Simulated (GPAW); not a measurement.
# A 8-layer slab of Pb(100) in an electric field, part 2 of 2

Wanted: the out-of-plane polarisability of a 8-layer slab of Pb(100).

GPAW 26.7.0; GPAW, PAW setups; slab in vacuum, relaxation (the session's first sound run).

So far. Step 8 (In a field): The dipole is now 0.137 e Å, against -0.0047 in the run without a field.

**9. Field on**

run.py reads:

```python
import json
import numpy as np
from ase import Atoms
from gpaw import GPAW, PW
from gpaw.external import ConstantElectricField

slab = Atoms(
    ['Pb', 'Pb', 'Pb', 'Pb', 'Pb', 'Pb', 'Pb', 'Pb'],
    positions=[
        [1.75009, 1.75009, 8.00000],
        [0.00000, 0.00000, 10.47500],
        [1.75009, 1.75009, 12.95000],
        [0.00000, 0.00000, 15.42500],
        [1.75009, 1.75009, 17.96089],
        [-0.00000, 0.00000, 20.43306],
        [1.75009, 1.75009, 23.13726],
        [0.00000, -0.00000, 25.48795]],
    cell=[[3.50018, 0.0, 0.0], [0.0, 3.50018, 0.0], [0.0, 0.0, 33.325]],
    pbc=[True, True, False])

slab.calc = GPAW(mode=PW(400), xc='PBE', kpts={'size': (9, 9, 1), 'gamma': True},
                 occupations={'name': 'fermi-dirac', 'width': 0.1}, nbands='200%',
                 convergence={'density': 1e-05}, maxiter=200,
                 poissonsolver={'dipolelayer': 'xy'},
                 external=ConstantElectricField(0.2, [0, 0, 1]),
                 symmetry={'tolerance': 1e-3}, txt='slab.txt')
result = {}
energy = slab.get_potential_energy()
fermi = slab.calc.get_fermi_level()
v = slab.calc.get_electrostatic_potential().mean((0, 1)) - fermi
n = slab.calc.get_pseudo_density().mean((0, 1))
L = slab.cell[2, 2]
z = np.arange(len(v)) * L / len(v)
low, high = slab.positions[:, 2].min(), slab.positions[:, 2].max()
below, above = np.interp([low - 5.8, high + 5.8], z, v)
slopes = [np.interp(x, z, np.gradient(v, z)) for x in (low - 5.8, high + 5.8)]
eps = np.array([[slab.calc.get_eigenvalues(k, s) for k in range(len(slab.calc.get_ibz_k_points()))]
                for s in range(slab.calc.get_number_of_spins())]) - fermi
top, bottom = eps[eps < 0].max(), eps[eps > 0].min()
dipole = slab.get_dipole_moment()[2]
print(f'energy {energy:.4f} eV, Fermi level {fermi:.4f} eV, dipole {dipole:.5f} e A')
print(f'potential 5.8 A off the faces, from the Fermi level: lower {below:.4f} eV, upper {above:.4f} eV')
print(f'slope of the potential there: lower {slopes[0]:.5f}, upper {slopes[1]:.5f} eV/A')
print(f'nearest levels on the mesh: {top:.4f} and {bottom:.4f} eV')
print('magnetic moment', round(slab.get_magnetic_moment(), 3))
result.update(energy=energy, fermi=fermi, dipole=dipole, below=below, above=above, slopes=slopes, edges=[top, bottom],
              z=z.tolist(), v=v.tolist(), n=n.tolist(), positions=slab.positions.tolist(),
              forces=slab.get_forces(apply_constraint=False).tolist(), moments=slab.get_magnetic_moments().tolist())
json.dump(result, open('result.json', 'w'))
```

Command:

```bash
$ OMP_NUM_THREADS=1 OPENBLAS_NUM_THREADS=1 python run.py
```

The log of the run:

```text
energy -29.3881 eV, Fermi level 3.0499 eV, dipole 0.27858 e A
potential 5.8 A off the faces, from the Fermi level: lower 5.7868 eV, upper 1.6716 eV
slope of the potential there: lower 0.00007, upper 0.00002 eV/A
nearest levels on the mesh: -0.0142 and 0.0146 eV
magnetic moment 0.0
```

It took 22 min on 1 thread of Arm Neoverse V2, shared host; peak memory 0.88 GiB.

The electrostatic potential energy of an electron (without an applied field's), less the Fermi level, planar mean oscillates, so the rows of the table below give means over windows of 2.5 Å about each position, cut where the curve ends. Its maxima inside the range that stand out by 2 % of the span (Å: eV): 1.6: 5.79, 9.3: 1.42, 11.7: 0.818, 14.3: 0.288, 16.7: 0.208, 19.2: -0.636, 21.8: -0.124, 24.3: -2.27. Its minima: 8.0: -16.8, 10.5: -17.2, 12.9: -17.8, 15.4: -18.3, 17.9: -18.7, 20.4: -19.3, 23.1: -19.8, 25.5: -20.3.

The electrostatic potential energy of an electron (without an applied field's), less the Fermi level, planar mean by z; means over each step:

z (Å), electrostatic potential energy of an electron (without an applied field's), less the Fermi level, planar mean (eV) and a bar from the least value:
```
     1.25        5.6 ##############################
     3.75        5.8 ##############################
     6.25        3.6 ##########################
     8.75       -6.0 #######
    11.25       -6.7 ######
    13.75       -7.1 #####
    16.25       -7.3 ####
    18.75       -8.1 ###
    21.25       -7.5 ####
    23.75       -9.5 
    26.25       -7.5 ####
    28.75        1.6 ######################
    31.25        1.7 ######################
```

The dipole is now 0.279 e Å, against -0.0047 in the run without a field.

**10. Field on**

Changes to run.py since step 9:

```diff
@@ -24,3 +24,3 @@
                  poissonsolver={'dipolelayer': 'xy'},
-                 external=ConstantElectricField(0.2, [0, 0, 1]),
+                 external=ConstantElectricField(0.3, [0, 0, 1]),
                  symmetry={'tolerance': 1e-3}, txt='slab.txt')
```

The log of the run:

```text
energy -29.4230 eV, Fermi level 3.0486 eV, dipole 0.42045 e A
potential 5.8 A off the faces, from the Fermi level: lower 6.8386 eV, upper 0.6275 eV
slope of the potential there: lower 0.00014, upper -0.00003 eV/A
nearest levels on the mesh: -0.0142 and 0.0148 eV
magnetic moment 0.0
```

Wall time 21 min (1 thread); peak memory 0.88 GiB.

The electrostatic potential energy of an electron (without an applied field's), less the Fermi level, planar mean oscillates, so the rows of the table below give means over windows of 2.5 Å about each position, cut where the curve ends. Its maxima inside the range that stand out by 2 % of the span (Å: eV): 1.6: 6.84, 9.3: 2.16, 11.7: 1.32, 14.3: 0.528, 16.7: 0.208, 19.2: -0.886, 21.8: -0.632, 24.3: -3.03. Its minima: 8.0: -15.9, 10.5: -16.6, 12.9: -17.4, 15.4: -18.2, 17.9: -18.8, 20.4: -19.7, 23.1: -20.4, 25.5: -21.1.

The electrostatic potential energy of an electron (without an applied field's), less the Fermi level, planar mean by z; means over each step:

| z (Å) | electrostatic potential energy of an electron (without an applied field's), less the Fermi level, planar mean (eV) |
| --- | --- |
| 1.25 | 6.61 |
| 3.75 | 6.83 |
| 6.25 | 4.58 |
| 8.75 | -5.19 |
| 11.25 | -6.14 |
| 13.75 | -6.79 |
| 16.25 | -7.22 |
| 18.75 | -8.33 |
| 21.25 | -8.01 |
| 23.75 | -10.2 |
| 26.25 | -8.40 |
| 28.75 | 0.582 |
| 31.25 | 0.627 |

The dipole is now 0.420 e Å, against -0.0047 in the run without a field.

**11. The series**

The members are put on one axis.

This step: induced dipole against applied field (GPAW 26.7.0).

The dipole along the normal by field:

| field (V/Å) | dipole along the normal (e·Å) |
| --- | --- |
| -0.200 | -0.288 |
| -0.100 | -0.147 |
| -0.050 | -0.0757 |
| 0.000 | -0.00466 |
| 0.050 | 0.0660 |
| 0.100 | 0.137 |
| 0.200 | 0.279 |
| 0.300 | 0.420 |

**12. Summary of results**

```json
{
 "work function, upper and lower face": "3.770 and 3.699 eV",
 "dipole along the normal": "-0.00466 e Å",
 "induced dipole per field": "1.42 e Å per V/Å",
 "out-of-plane polarisability per area, α/(ε0 A)": "20.9 Å"
}
```

The field induces 1.42 e Å per V/Å, a polarisable thickness α/(ε0 A) of 20.9 Å beside 17.5 Å between the outermost nuclei. A perfect conductor would give the distance between its two image planes; a dielectric of thickness t gives t(1 - 1/ε). The two faces differ by 0.071 eV, the step that the slab's dipole makes (e p/(ε0 A) gives 0.069 eV), so the dipole layer is needed. The lowest atoms were held at bulk positions, which alone makes the faces unlike. The measured value for polycrystalline Pb, which weights the faces of low work function, is 4.25 eV (as compiled in "Anisotropic work function of elemental crystals", 2019, arxiv:1902.07811); the relaxed upper face lies 0.48 eV under it with PBE. Measured work functions scatter by a tenth of an eV or more between methods. The induced dipole is linear in the field over this range. The in-plane lattice was kept as typed, which isn't the functional's own and leaves some strain; spin-orbit coupling and temperature are left out.

[Logs are printed without paths, hosts, clocks, repeated set-up lines and the standing remarks that a program may print on its own settings, such as how far it seeks lower states.]

[Hosts, paths, dates, database ids (printed as entryN), source tags and the programs' standing remarks are cut or masked in the printed files.]
